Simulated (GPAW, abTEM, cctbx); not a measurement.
# LiGaSiSe4: the scripts behind a bonding study

Short scripts, each with its output. The start was made by putting kin elements into a known structure type; the compound need not exist, or be stable, in this form.

**1. Build the all-electron density and subtract free atoms**

```text
cell
1.0
     5.801623080    0.000000000    0.000000000
     0.000000000    5.801623080    0.000000000
    -2.900811540   -2.900811540    5.175204945
Se Ga Si Li
4 1 1 1
Direct
0.856558060 0.900003620 0.239404500
0.382846440 0.339400880 0.239404500
0.660599120 0.143441940 0.760595500
0.099996380 0.617153560 0.760595500
0.500000000 0.500000000 0.000000000
0.750000000 0.250000000 0.500000000
0.250000000 0.750000000 0.500000000
```

```python
import numpy as np
from ase.io import read
from ase.units import Bohr
from gpaw import GPAW, PW, FermiDirac
from gpaw.calculator import GPAW as OldGPAW
from gpaw.mpi import serial_comm, world
from scipy.special import erfc
from scipy.spatial import cKDTree

atoms = read("cell.vasp")
atoms.calc = GPAW(mode=PW(550), xc="PBE", kpts={"size": (4, 4, 4), "gamma": True},
                 occupations=FermiDirac(0.05), maxiter=120, symmetry={"tolerance": 1e-5}, txt="scf.txt")
atoms.get_potential_energy()
rho = atoms.calc.get_all_electron_density(gridrefinement=2)
moments = atoms.get_magnetic_moments() if atoms.calc.get_number_of_spins() == 2 else np.zeros(len(atoms))
total = atoms.get_magnetic_moment() if moments.any() else 0.0
if world.rank == 0:
    free = OldGPAW(mode=PW(550), xc="PBE", txt=None, communicator=serial_comm)
    neutral = atoms.copy()
    neutral.set_initial_magnetic_moments(None)
    free.initialize(neutral)
    free.set_positions(neutral)
    drho = rho - free.get_all_electron_density(gridrefinement=2)
    # GPAW starts from confined atoms: exchange their smooth part for that of the datasets' free atoms
    h = np.stack(np.meshgrid(*[np.fft.fftfreq(n, 1 / n) for n in drho.shape], indexing="ij"), -1)
    gabs = np.linalg.norm(h @ atoms.cell.reciprocal(), axis=-1)
    tails = np.fft.fftn(free.get_pseudo_density(gridrefinement=2))
    g, form, v0 = np.linspace(0, gabs.max(), 1500), {}, 0
    for e in set(atoms.symbols):
        idx = atoms.symbols.search(e)
        d = free.setups[idx[0]].data
        r, w = d.rgd.r_g * Bohr, d.rgd.r_g**2 * d.rgd.dr_g
        j0 = np.sinc(2 * g[:, None] * r)
        smooth = sum(f * p**2 for f, p in zip(d.f_j, d.phit_jg)) + np.sqrt(4 * np.pi) * d.nct_g
        full = sum(f * p**2 for f, p in zip(d.f_j, d.phi_jg)) + np.sqrt(4 * np.pi) * d.nc_g
        phase = sum(np.exp(-2j * np.pi * h @ s) for s in atoms.get_scaled_positions()[idx])
        tails -= np.interp(gabs, g, j0 @ (smooth * w)) * phase * drho.size / atoms.get_volume()
        form[e] = j0 @ (full * w)
        v0 += 2 * np.pi / 3 * 14.3996 * (full * w * r**2).sum() * len(idx)  # V A^3
    tails *= 0.5 * erfc((gabs - 1.8) / 0.25)  # the tails differ at long wavelengths alone
    drho += np.fft.ifftn(tails).real  # crystal minus superposed spherical free atoms
    np.save("drho.npy", drho)
    dv = atoms.get_volume() / drho.size
    print("grid", drho.shape, " electrons %.3f" % (rho.sum() * dv), " moved by bonding %.3f e" % (abs(drho).sum() * dv / 2))
    pts = np.indices(drho.shape).reshape(3, -1).T / drho.shape @ atoms.cell
    shifts = (np.indices((3, 3, 3)).reshape(3, -1).T - 1) @ atoms.cell
    images = (atoms.positions[None] + shifts[:, None]).reshape(-1, 3)
    dist, idx = cKDTree(images).query(pts, k=4)
    out = drho.ravel()[dist[:, 0] > 0.5]
    print("deformation density beyond 0.5 A of the nuclei: max %.3f, min %.3f e/A^3" % (out.max(), out.min()))
    tie = dist < dist[:, :1] + 1e-4
    q = -np.bincount((idx % len(atoms))[tie], (drho.ravel()[:, None] / tie.sum(1, keepdims=True) * tie)[tie], len(atoms)) * dv
    print("atom        x       y       z   Voronoi charge  moment")
    for a, s, c, m in zip(atoms, atoms.get_scaled_positions(), q, moments):
        print("%-2s%-3d %7.4f %7.4f %7.4f %10.3f %10.2f" % (a.symbol, a.index + 1, *s, c, m))
    np.savez("free.npz", g=g, **form)
    print("mean inner potential of superposed free atoms %.3f V" % (v0 / atoms.get_volume()))
    print("total magnetic moment %.3f muB" % total)
```

```console
$ OMP_NUM_THREADS=1 mpirun -n 4 gpaw python run.py > gpaw.log
```

```text
gpts.py:43: UserWarning: Initial realspace grid (32,32,36) inconsistent with symmetries.
gpts.py:43: UserWarning: Initial realspace grid (32,32,36) inconsistent with symmetries.
gpts.py:43: UserWarning: Initial realspace grid (32,32,36) inconsistent with symmetries.
gpts.py:43: UserWarning: Initial realspace grid (32,32,36) inconsistent with symmetries.
gpts.py:70: UserWarning: Using symmetrized grid: (36,36,36).
gpts.py:70: UserWarning: Using symmetrized grid: (36,36,36).
gpts.py:70: UserWarning: Using symmetrized grid: (36,36,36).
gpts.py:70: UserWarning: Using symmetrized grid: (36,36,36).
grid (72, 72, 72)  electrons 184.000  moved by bonding 1.521 e
deformation density beyond 0.5 A of the nuclei: max 0.169, min -0.113 e/A^3
atom        x       y       z   Voronoi charge  moment
Se1    0.8566  0.9000  0.2394     -0.117       0.00
Se2    0.3828  0.3394  0.2394     -0.117       0.00
Se3    0.6606  0.1434  0.7606     -0.117       0.00
Se4    0.1000  0.6172  0.7606     -0.117       0.00
Ga5    0.5000  0.5000  0.0000      0.227       0.00
Si6    0.7500  0.2500  0.5000      0.186       0.00
Li7    0.2500  0.7500  0.5000      0.054       0.00
mean inner potential of superposed free atoms 12.422 V
total magnetic moment 0.000 muB
```

Time: 18 s on 4 cores of Arm Neoverse V1 (shared host), peak memory 0.93 GiB.

**2. Fourier-transform the difference**

```python
from cctbx import adptbx, crystal, miller, xray
from cctbx.eltbx import tiny_pse
import numpy as np

cs = crystal.symmetry(unit_cell=(5.8016, 5.8016, 10.3504, 90, 90, 90), space_group_symbol='Hall: I -4')  # I-4
atoms = [  # label, site, U (iso, or U11 U22 U33 U12 U13 U23 in A^2), occupancy
    ("Se1", (0.73686, 0.7803, 0.1197), 0.0000, 1),
    ("Ga1", (0.5, 0.5, 0), 0.0000, 1),
    ("Si1", (0.5, 0, 0.25), 0.0000, 1),
    ("Li1", (0, 0.5, 0.25), 0.0000, 1),
]
xs = xray.structure(crystal_symmetry=cs)
for label, site, u, occ in atoms:
    u = adptbx.u_cif_as_u_star(cs.unit_cell(), u) if isinstance(u, tuple) else u
    xs.add_scatterer(xray.scatterer(label, site=site, u=u, occupancy=occ))
xs.scattering_type_registry(table="wk1995")
drho = np.load("drho.npy")
T = np.array([[1, 0, 0], [0, 1, 0], [1, 1, 2]])  # conventional axes in terms of the primitive ones
dF = np.fft.ifftn(drho) * 348.38269  # electrons a conventional cell, indexed by primitive hkl
ms = miller.build_set(cs, anomalous_flag=False, d_min=0.9).sort("resolution")
iam = ms.structure_factors_from_scatterers(xs, algorithm="direct").f_calc()
p1 = xs.expand_to_p1()
z = np.array([tiny_pse.table(sc.scattering_type).atomic_number() for sc in p1.scatterers()])
x = np.array(p1.sites_frac())
free = np.load("free.npz")
print("static structure factors of the conventional cell: F in electrons, V (Mott-Bethe) in volts")
print("   h  k  l      d  |F| table  |F| free   |F| DFT   change   |V| free  |V| DFT  change %")
for h, d, table in list(zip(ms.indices(), ms.d_spacings().data(), iam.data()))[:16]:
    df = dF[tuple(np.rint(np.linalg.solve(T, h)).astype(int))]
    phase = np.exp(2j * np.pi * x @ h)
    f = sum(np.interp(1 / d, free["g"], free[sc.scattering_type]) * p for sc, p in zip(p1.scatterers(), phase))
    fz = (z * phase).sum()
    c = 14.3996 * d * d / (np.pi * cs.unit_cell().volume())
    v0, v1 = abs(fz - f) * c, abs(fz - f - df) * c
    print("%4d%3d%3d %7.4f %9.3f %9.3f %9.3f %8.3f %9.3f %8.3f %8s" % (h + (d, abs(table), abs(f), abs(f + df), abs(f + df) - abs(f), v0, v1, "%.1f" % (100 * (v1 / v0 - 1)) if v0 > 0.02 else "-")))
```

```console
$ python run.py
```

```text
static structure factors of the conventional cell: F in electrons, V (Mott-Bethe) in volts
   h  k  l      d  |F| table  |F| free   |F| DFT   change   |V| free  |V| DFT  change %
   0  0  2  5.1752    45.502    45.474    45.202   -0.272     0.221    0.317     43.4
   0  1  1  5.0608    64.360    64.401    64.223   -0.178     1.827    1.888      3.3
   1  1  0  4.1024    24.761    24.752    24.576   -0.177     0.221    0.182    -17.7
   1  1  2  3.2148   238.930   239.081   240.206    1.125     5.897    5.748     -2.5
   0  1  3  2.9654    60.183    60.206    59.994   -0.212     1.316    1.348      2.5
   0  2  0  2.9008   139.634   139.731   140.418    0.686     2.732    2.656     -2.8
   0  0  4  2.5876   142.513   142.680   142.850    0.170     2.723    2.708     -0.6
   0  2  2  2.5304    14.704    14.630    14.675    0.044     0.254    0.257      1.3
   1  2  1  2.5167   101.294   101.288   101.527    0.239     2.138    2.120     -0.9
   2  1  1  2.5167    25.242    25.178    24.753   -0.425     0.382    0.418      9.5
   1  1  4  2.1886    39.763    39.670    39.484   -0.186     0.568    0.584      2.7
   1  2  3  2.0736    19.813    19.791    19.941    0.150     0.499    0.491     -1.5
   2  1  3  2.0736    90.310    90.195    89.942   -0.253     1.785    1.798      0.8
   2  2  0  2.0512   252.840   252.665   252.256   -0.409     5.116    5.139      0.4
   0  1  5  1.9497    54.571    54.381    54.449    0.068     0.978    0.973     -0.5
   0  2  4  1.9310   253.838   253.554   253.116   -0.438     4.933    4.954      0.4
```

Time: 0.36 s on 1 core of Arm Neoverse V1 (shared host), peak memory 0.08 GiB.

**3. Rock the beam across one reflection**

```python
import abtem
import numpy as np
from ase.build import make_supercell
from ase.io import read

abtem.config.set({"dask.lazy": False, "fft": "fftw", "diagnostics.progress_bar": False})
M = [[0, 1, 0], [1, 1, 2], [1, 0, 0]]  # rows: x, y and beam direction in the primitive cell's axes
unit = make_supercell(read("cell.vasp"), M)
unit.set_cell(list(unit.cell.lengths()) + [90, 90, 90], scale_atoms=True)
unit.positions[:, 2] += 0.7252  # keeps atomic planes off the slice boundaries
unit.wrap()
slab = unit * (1, 1, 156)
print(slab.get_chemical_formula(), "| box %.2f x %.2f x %.2f A" % tuple(slab.cell.lengths()))

# change of the potential by bonding, from the DFT deformation density (Poisson's equation term by term)
drho = np.load("drho.npy")
prim = read("cell.vasp")
h = np.stack(np.meshgrid(*[np.fft.fftfreq(n, 1 / n) for n in drho.shape], indexing="ij"), -1).reshape(-1, 3).astype(int)
g2 = ((h @ prim.cell.reciprocal()) ** 2).sum(1)
keep = (g2 > 0) & (g2 < 2.5**2)
shape = (129, 231, 36)
vg = np.zeros(shape, complex)
hm = h[keep] @ np.array(M).T
move = np.exp(-2j * np.pi * hm[:, 2] * (0.7252 / unit.cell[2, 2] - 0.5 / shape[2]))  # the same shift, sampled at mid-points
vg[tuple(hm.T % np.array(shape)[:, None])] = -14.3996 / np.pi * (np.fft.fftn(drho).ravel() / drho.size)[keep] / g2[keep] * move
dV = np.fft.ifftn(vg).real * vg.size
dV = dV.reshape(129, 231, 4, 9).mean(3) * unit.cell[2, 2] / 4  # V A, projected in each slice
dV = np.tile(dV.transpose(2, 0, 1), (156, 1, 1))


def build(atoms):
    p = abtem.Potential(atoms, gpts=(129, 231), slice_thickness=[slab.cell[2, 2] / 624] * 624,
                        parametrization="lobato", projection="infinite", exit_planes=156).build()
    p.array[:] += BONDING * dV
    return p


def potentials():
    yield build(slab)  # atoms at rest


for label, BONDING in (("IAM", 0.0), ("DFT", 1.0)):
    print("=====", label)
    potential = build(slab)
    print("grid", potential.gpts, "slices", potential.num_slices)
    thickness = potential.exit_thicknesses
    h = np.array(M) @ np.linalg.solve(np.array([[1, 0, 0], [0, 1, 0], [1, 1, 2]]), [0, 0, 2])
    ix, iy = round(h[0]) * 1, round(h[1]) * 1
    gxy = h[:2] / unit.cell.lengths()[:2]
    along = gxy / np.hypot(*gxy)
    across = np.array([-along[1], along[0]])
    bragg = 500 * abtem.PlaneWave(energy=200000).wavelength * np.hypot(*gxy)
    print("Bragg angle %.3f mrad; beam tilted 55 mrad off the zone axis across the row" % bragg)
    print("dark-field intensity of 0 0 2 against tilt along the row, in Bragg angles")
    print("  t (A)" + "".join("%8.2f" % s for s in [0.2, 0.4, 0.6, 0.8, 1.0, 1.2, 1.4, 1.6, 1.8, 2.0, 2.2, 2.4, 2.6]))
    rows = []
    row = [(n * ix, n * iy) for n in range(-8, 9)]
    for s in [0.2, 0.4, 0.6, 0.8, 1.0, 1.2, 1.4, 1.6, 1.8, 2.0, 2.2, 2.4, 2.6]:
        tilt = -s * bragg * along + 55 * across
        dp = abtem.PlaneWave(energy=200000, tilt=tuple(tilt)).multislice(potential).diffraction_patterns(max_angle="valid").array
        rows.append(dp[:, dp.shape[1] // 2 + ix, dp.shape[2] // 2 + iy])
        if s == 1.0:
            cx, cy = dp.shape[1] // 2, dp.shape[2] // 2
            share = sum(dp[:, cx + i, cy + j] for i, j in row if abs(i) < cx and abs(j) < cy) / dp.sum(axis=(1, 2))
            total = dp.sum(axis=(1, 2))
    for t, a in list(zip(thickness, np.array(rows).T))[1:]:
        print("%7.1f" % t + "".join("%8.4f" % v for v in a))
    print("at the Bragg tilt, share in the row:", share[1:].round(3).tolist(), "total:", total[1:].round(3).tolist())
```

```console
$ python run.py
```

```text
Ga312Li312Se1248Si312 | box 5.80 x 10.35 x 905.05 A
===== IAM
grid (129, 231) slices 624
Bragg angle 2.423 mrad; beam tilted 55 mrad off the zone axis across the row
dark-field intensity of 0 0 2 against tilt along the row, in Bragg angles
  t (A)    0.20    0.40    0.60    0.80    1.00    1.20    1.40    1.60    1.80    2.00    2.20    2.40    2.60
  226.3  0.0013  0.0015  0.0019  0.0022  0.0023  0.0022  0.0019  0.0015  0.0013  0.0011  0.0010  0.0008  0.0007
  452.5  0.0019  0.0010  0.0019  0.0065  0.0104  0.0064  0.0019  0.0010  0.0019  0.0032  0.0054  0.0076  0.0081
  678.8  0.0003  0.0001  0.0023  0.0201  0.0186  0.0200  0.0022  0.0000  0.0003  0.0040  0.0145  0.0114  0.0187
  905.1  0.0121  0.0000  0.0177  0.0547  0.0276  0.0548  0.0177  0.0000  0.0121  0.0040  0.0119  0.0009  0.0128
at the Bragg tilt, share in the row: [0.8500000238418579, 0.7760000228881836, 0.7839999794960022, 0.7009999752044678] total: [0.9959999918937683, 0.9890000224113464, 0.9829999804496765, 0.9789999723434448]
===== DFT
grid (129, 231) slices 624
Bragg angle 2.423 mrad; beam tilted 55 mrad off the zone axis across the row
dark-field intensity of 0 0 2 against tilt along the row, in Bragg angles
  t (A)    0.20    0.40    0.60    0.80    1.00    1.20    1.40    1.60    1.80    2.00    2.20    2.40    2.60
  226.3  0.0020  0.0022  0.0026  0.0029  0.0031  0.0029  0.0026  0.0022  0.0020  0.0018  0.0016  0.0015  0.0014
  452.5  0.0028  0.0014  0.0020  0.0068  0.0111  0.0068  0.0021  0.0014  0.0028  0.0046  0.0072  0.0097  0.0104
  678.8  0.0001  0.0000  0.0023  0.0219  0.0209  0.0218  0.0023  0.0000  0.0001  0.0054  0.0172  0.0131  0.0202
  905.1  0.0107  0.0000  0.0169  0.0636  0.0349  0.0637  0.0168  0.0000  0.0107  0.0053  0.0142  0.0013  0.0133
at the Bragg tilt, share in the row: [0.8500000238418579, 0.7760000228881836, 0.7829999923706055, 0.699999988079071] total: [0.9959999918937683, 0.9890000224113464, 0.9829999804496765, 0.9789999723434448]
```

Time: 68 s.

[Outputs are excerpts: Python notices, other lines and further rows are left out; steps that failed or that the build refused (PBEsol, TPSS) are not shown.]

[Logs are printed without paths, hosts, clocks, repeated set-up lines and the standing remarks that a program may print on its own settings, such as how far it seeks lower states.]
